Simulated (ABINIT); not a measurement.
Planning a run of ABINIT 10.8.3 on ZnSe (Stilleite). The input:

```
acell 3*1.0 Angstrom
rprim 
  -0.000000000000 2.833800000000 2.833800000000
  2.833800000000 -0.000000000000 2.833800000000
  2.833800000000 2.833800000000 0.000000000000
ntypat 2
znucl 30 34
natom 2
typat 1 2
xred 
  0.000000000000 0.000000000000 0.000000000000
  0.250000000000 0.250000000000 0.250000000000
pp_dirpath "pseudos"
pseudos "Zn.upf, Se.upf"
ecut 48
ngkpt 4 4 4
nshiftk 1
shiftk 0 0 0
kptopt 1
chksymbreak 0
iscf -2
irdden 1
istwfk *1
nband 129
nbdbuf 10
tolwfr 1e-09
nstep 60
prtvol 0
indata_prefix "in"
outdata_prefix "out"
tmpdata_prefix "tmp"
```

```sh
OMP_NUM_THREADS=1 mpirun -n 4 abinit run.abi > log
```

How long will it take on 4 MPI ranks of Arm Neoverse V2, shared host, and how much memory?

It took 36 s; on shared hardware allow 18 s to 71 s. Peak host memory was 0.38 GiB.

[Paths, hosts, dates, memory and timing lines, banners, echoed tables and standing remarks are left out of the program output.]

[Logs are printed without paths, hosts, clocks, repeated set-up lines and the standing remarks that a program may print on its own settings, such as how far it seeks lower states.]

[Runs of the session that timed out or met a known fault of the program may be left out.]

[Hosts, paths, dates, database ids (printed as entryN), source tags and the programs' standing remarks are cut or masked in the printed files.]

[G0W0 gaps are taken among the corrected bands and points alone; a level outside them can change the order at an edge.]

[Where Ansatz stands beside ABINIT at settings called matched, ABINIT's density can come from a denser mesh and the files from another edition; pairs whose starting gaps differed by over 0.03 eV were left out, so agreement reads better than it is.]
